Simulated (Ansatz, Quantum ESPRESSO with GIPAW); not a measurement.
## 13C and 11B NMR of RbBC4N4, calculated

The task is to compute NMR shifts of RbBC4N4 site by site and to simulate its spectra.

Method: DFT, PBE, plane-wave PAW (pslibrary 1.0.0 recipes), scalar-relativistic, GIPAW; a patched development version of the program, in Quantum ESPRESSO with GIPAW 8.0dev (patched build).

Report form: the programs' logs are mostly left out.

## (1) The starting structure

The structure is tetragonal, space group I4_1/a (No. 88). The conventional cell has a = 7.135 Å, b = 7.135 Å, c = 14.820 Å, α = 90.00°, β = 90.00°, γ = 90.00°. Nearest to Rb lie 8 N at 3.05 to 3.22 Å and 8 C at 3.83 to 3.87 Å. Nearest to N lie 1 C at 1.16 Å and 1 B at 2.75 Å and 2 Rb at 3.05 to 3.22 Å. Nearest to C lie 7 N at 1.16 to 3.64 Å and 1 B at 1.59 Å and 4 C at 2.58 to 3.54 Å and 2 Rb at 3.83 to 3.87 Å. Nearest to B lie 4 C at 1.59 Å. Farther neighbours and most contacts between anions are not listed.

The cell is an entry of the Crystallography Open Database; it need not be the form that is stable at ambient conditions.

This structure had its atoms relaxed beforehand (DFT, PBE, plane-wave PAW (pslibrary 1.0.0 recipes), Quantum ESPRESSO with GIPAW), starting from the database entry, since shieldings follow bond lengths closely.

## (2) The SCF step

The shielding is a linear response of the occupied states, which this run provides. It is converged far beyond what an energy needs, since the response uses the wavefunctions themselves. No empty states are asked for: the response is solved without them. The mesh has a spacing of 0.32 Å⁻¹ at most. The PAW files were made with ld1.x from the pslibrary 1.0.0 recipes, with GIPAW reconstruction switched on.

run_scf.py

```python
from ase import Atoms
from ase.calculators.espresso import Espresso, EspressoProfile

atoms = Atoms(
    ['Rb', 'Rb', 'N', 'N', 'N', 'N', 'N', 'N', 'N', 'N', 'C', 'C', 'C', 'C', 'C', 'C', 'C', 'C', 'B', 'B'],
    cell=[
        [-3.56770000, 3.56770000, 7.40985000],
        [3.56770000, -3.56770000, 7.40985000],
        [3.56770000, 3.56770000, -7.40985000],
    ],
    scaled_positions=[
        [-0.00000000, -0.00000000, -0.00000000],
        [0.75000000, 0.25000000, 0.50000000],
        [0.61549619, 0.66997773, 0.57838120],
        [0.78711499, 0.86549619, 0.44551846],
        [0.09159653, 0.03711499, 0.42161880],
        [0.41997773, 0.34159653, 0.55448154],
        [0.13450381, 0.58002227, 0.92161880],
        [0.96288501, 0.38450381, 0.05448154],
        [0.65840347, 0.21288501, 0.07838120],
        [0.33002227, 0.90840347, 0.94551846],
        [0.46072516, 0.70584020, 0.54518846],
        [0.66553669, 0.71072516, 0.25488496],
        [0.16065173, 0.91553669, 0.45481154],
        [0.45584020, 0.41065173, 0.74511504],
        [0.28927484, 0.54415980, 0.95481154],
        [0.08446331, 0.53927484, 0.24511504],
        [0.58934827, 0.33446331, 0.04518846],
        [0.29415980, 0.83934827, 0.75488496],
        [0.50000000, 0.50000000, 0.00000000],
        [0.25000000, 0.75000000, 0.50000000],
    ],
    pbc=True,
)
atoms.calc = Espresso(
    profile=EspressoProfile(command='mpirun -np 8 pw.x -nk 8', pseudo_dir='./'),
    pseudopotentials={
        'Rb': 'Rb.pbe-spn-kjpaw_psl.1.0.0-gipaw.UPF',
        'N': 'N.pbe-n-kjpaw_psl.1.0.0-gipaw.UPF',
        'C': 'C.pbe-n-kjpaw_psl.1.0.0-gipaw.UPF',
        'B': 'B.pbe-n-kjpaw_psl.1.0.0-gipaw.UPF',
    },
    input_data={
        'control': {'calculation': 'scf', 'prefix': 'x', 'outdir': './tmp/'},
        'system': {'ecutwfc': 55, 'ecutrho': 340, 'nbnd': 48},
        'electrons': {'conv_thr': 1.0e-10, 'mixing_beta': 0.7, 'electron_maxstep': 100},
    },
    kpts=(4, 4, 4),
    koffset=(0, 0, 0),
)
print('energy', atoms.get_potential_energy(), 'eV')
```

ASE writes espresso.pwi from it and starts pw.x, whose log goes to espresso.pwo.

Command:

```sh
$ python run_scf.py
```

It took 1.7 min on 8 MPI ranks of Arm Neoverse V2, shared host; peak memory 3.4 GiB; 13 min of CPU time.

It converged in 16 cycles to an estimated accuracy of 2e-12 Ry, on 14 irreducible k-points.

## (3) Shieldings

A uniform field breaks periodicity, so gipaw.x applies it as a wave of small q and takes the limit. It solves for the first-order states, builds the induced current and gets the field at each nucleus by Biot–Savart; the PAW spheres add what the smooth waves miss near the nuclei. pawproj makes the reconstruction use the PAW data sets' own projectors.

nmr.in

```
&inputgipaw
  job = 'nmr'
  prefix = 'x'
  tmp_dir = './tmp/'
  restart_mode = 'from_scratch'
  verbosity = 'low'
  q_gipaw = 0.01
  spline_ps = .true.
  conv_threshold = 1.0d-11
  use_nmr_macroscopic_shape = .false.
  pawproj(1) = .true.
  pawproj(2) = .true.
  pawproj(3) = .true.
  pawproj(4) = .true.
/
```

Command:

```sh
$ mpirun -np 8 gipaw.x -in nmr.in > nmr.out
```

Elapsed: 15 min, on 8 MPI ranks; peak memory 2.1 GiB.

The f-sum rule is met to 0.0035 of 98.0 (0.004 %). Converged shieldings require that this miss be small, but a small miss does not prove them.

From the symmetric part of each tensor, with principal values σ11 ≤ σ22 ≤ σ33: σ_iso is their mean, the span is σ33 − σ11 and the skew 3(σ_iso − σ22)/span. (gipaw.x prints an anisotropy in another convention.)

| site | atom no. | atoms in cell | σ_iso (ppm) | span (ppm) | skew |
| --- | --- | --- | --- | --- | --- |
| Rb | 1 | 2 | 3192 | 30 | 1.00 |
| N | 3 | 8 | -62.3 | 515.3 | 0.99 |
| C | 11 | 8 | 33.2 | 355.2 | 0.99 |
| B | 19 | 2 | 128.4 | 0.4 | 1.00 |

The macroscopic shape term is switched off. For a spherical sample the valence susceptibility of this run would add about 6 ppm to every site, a rough estimate, since the susceptibility converges slowly and lacks part of the PAW terms. Differences within the crystal don't depend on it, but shieldings of different compounds can't be compared to better than a few ppm without it.

An axis of order three or more runs through Rb and B, so two principal values coincide and the skew is ±1. In this run the largest span is that of N (site symmetry 1), with principal values -234.9, -232.5 and 280.4 ppm. On N the most shielded direction lies along its short bond to C: a field along the bond can't mix the bonding orbital with those across it, so the paramagnetic term is smallest there. On C the most shielded direction lies along its short bond to N: a field along the bond can't mix the bonding orbital with those across it, so the paramagnetic term is smallest there.

How the isotropic values are made up (ppm). The core part is that of the free atom's core; bare is the current of the smooth valence states; the last two are what the PAW spheres add to the diamagnetic and the paramagnetic current:

| site | core | bare | reconstruction, dia | reconstruction, para |
| --- | --- | --- | --- | --- |
| Rb | 3328.1 | 115.3 | -15.9 | -235.5 |
| N | 235.8 | -63.4 | 5.7 | -240.4 |
| C | 200.5 | -56.0 | 4.6 | -115.9 |
| B | 165.3 | -15.5 | 3.2 | -24.6 |

## (4) Field gradients

11B, 14N and 87Rb have a quadrupole moment, which couples to the field gradient and broadens the lines. The gradient is a property of the ground-state density and needs no response; it is taken from a second code that counts the whole PAW charge. C_Q = eQV_zz/h, with Q = 0.04059 barn for 11B, 0.02044 barn for 14N, 0.1335 barn for 87Rb.

This step: DFT, PBE, plane-wave PAW, default files (PAW set soft_2), scalar-relativistic, field gradients (Ansatz 0.2.0), on the same atoms.

input.yaml

```yaml
crystal:
  lattice:
    - [-3.5677, 3.5677, 7.40985]
    - [3.5677, -3.5677, 7.40985]
    - [3.5677, 3.5677, -7.40985]
  atoms:
    - { symbol: Rb, position: [0.0, 0.0, 0.0] }
    - { symbol: Rb, position: [0.75, 0.25, 0.5] }
    - { symbol: "N", position: [0.6154961871, 0.669977728, 0.5783811995] }
    - { symbol: "N", position: [0.7871149876, 0.8654961871, 0.4455184591] }
    - { symbol: "N", position: [0.0915965285, 0.0371149876, 0.4216188005] }
    - { symbol: "N", position: [0.419977728, 0.3415965285, 0.5544815409] }
    - { symbol: "N", position: [0.1345038129, 0.580022272, 0.9216188005] }
    - { symbol: "N", position: [0.9628850124, 0.3845038129, 0.0544815409] }
    - { symbol: "N", position: [0.6584034715, 0.2128850124, 0.0783811995] }
    - { symbol: "N", position: [0.330022272, 0.9084034715, 0.9455184591] }
    - { symbol: C, position: [0.4607251581, 0.7058401954, 0.5451884632] }
    - { symbol: C, position: [0.6655366948, 0.7107251581, 0.2548849627] }
    - { symbol: C, position: [0.1606517321, 0.9155366948, 0.4548115368] }
    - { symbol: C, position: [0.4558401954, 0.4106517321, 0.7451150373] }
    - { symbol: C, position: [0.2892748419, 0.5441598046, 0.9548115368] }
    - { symbol: C, position: [0.0844633052, 0.5392748419, 0.2451150373] }
    - { symbol: C, position: [0.5893482679, 0.3344633052, 0.0451884632] }
    - { symbol: C, position: [0.2941598046, 0.8393482679, 0.7548849627] }
    - { symbol: B, position: [0.5, 0.5, 0.0] }
    - { symbol: B, position: [0.25, 0.75, 0.5] }
kpoints:
  mp_grid: { grid: [4, 4, 4] }
scf:
  occupations: { method: fixed }
hamiltonian:
  xc: pbe
  pseudopotentials: { kind: paw, frozen_core: stored }
output:
  forces: false
  stress: false
  efg: { quadrupole_moments_barn: { Rb: 0.1335, "N": 0.02044, B: 0.04059 } }
```

Command:

```sh
$ ansatz run input.yaml --threads 8 --pin off --max-ram 16384MiB --backend cpu --events-out ev --progress --plain --runs-dir out
```

Elapsed: 2 s, on 8 threads; peak memory 1.5 GiB; 15 s of CPU time.

Among nuclei of half-integer spin the second-order effect is largest for 87Rb on Rb (spin 3/2, C_Q -5.80 MHz): at 9.4 T it moves the centre of gravity of the MAS line by -49 ppm from δ_iso, and by a quarter of that at twice the field, by δ_Q = −(3/40)(C_Q/ν0)²(1 + η²/3)[I(I+1) − 3/4]/[I²(2I−1)²] × 10⁶ ppm with ν0 = 131.4 MHz.

## (5) Sites, surroundings and shifts

Spectra are read against a reference compound, and shifts rise as shieldings fall. A slope other than one corrects for the functional's tendency to overstate or understate differences of shielding.

Reference lines, from the same functional and files: 13C: δ = (172.7 − σ) / 1.041, zero at TMS, fitted to 5 measured values, from C, C3H4O4 and SiC, with a scatter of 1.3 ppm r.m.s., with σ taken with the shape term of a sphere (6.3 ppm here). Kinds of site that fitted badly were split off after the misses were seen, so the scatter is that of the points kept.

Covalently bonded atoms count as neighbours within 1.18 times the sum of their radii. Otherwise a cation's neighbours lie within 1.2 times its shortest bond (1.3 for large cations, each anion's radius taken off where they differ), and an anion's are the cations that count it.

| site | atom no. | atoms in cell | surroundings | bonds (Å) | δ_iso (ppm) | C_Q (MHz) | η_Q |
| --- | --- | --- | --- | --- | --- | --- | --- |
| Rb | 1 | 2 | RbN8 | 3.05 to 3.22 | - | -5.80 | 0.00 |
| N | 3 | 8 | bound to C | 1.165 | - | -4.11 | 0.02 |
| C | 11 | 8 | CNB | 1.16 to 1.59 | 127.9 | - | - |
| B | 19 | 2 | BC4 | 1.586 | - | 0.01 | 0.00 |

Simulated spectrum: 13C MAS at 15 kHz, 16.4 T (175.6 MHz), lines broadened by 1.5 ppm; rigid lattice, with dipolar and J couplings left out. Lines over 1.5 % of the strongest (ppm: area): 384.1: 0.02, 298.7: 0.12, 213.3: 0.89, 127.9: 1.00, 42.5: 0.36, -43.0: 0.29, -128.4: 0.06. Spinning sidebands lie 85.4 ppm apart.

## (6) What came out

- 13C shift: 127.9 ppm
- 11B shielding without shape term: 128.4 ppm
- 11B size of C_Q: 0.01 MHz
- 15N shielding without shape term: -62.3 ppm
- 14N size of C_Q: 4.11 MHz
- 87Rb shielding without shape term: 3192 ppm
- 87Rb size of C_Q: 5.80 MHz

**Reading.** 13C has one site (CNB), with isotropic shift 127.9 ppm. No sound run at another cutoff or mesh is at hand, so convergence rests on the f-sum rule and on experience with these files. The scalar-relativistic files are used with non-relativistic response operators, which weighs most on the heavy atoms' own shieldings. This build of gipaw.x prints that it is not audited and that its numbers are no references by themselves. It also reports spline_ps as false although the input sets it; why was not traced. Without spin-orbit coupling, gradients at and beside the heavy atoms are unsure.

[Logs are printed without paths, hosts, clocks, repeated set-up lines and the standing remarks that a program may print on its own settings, such as how far it seeks lower states.]

[Hosts, paths, dates, database ids (printed as entryN), source tags and the programs' standing remarks are cut or masked in the printed files.]

[Where no reference line passes its bar on scatter, no shift is given, so a measured shift of this compound may stand uncompared.]
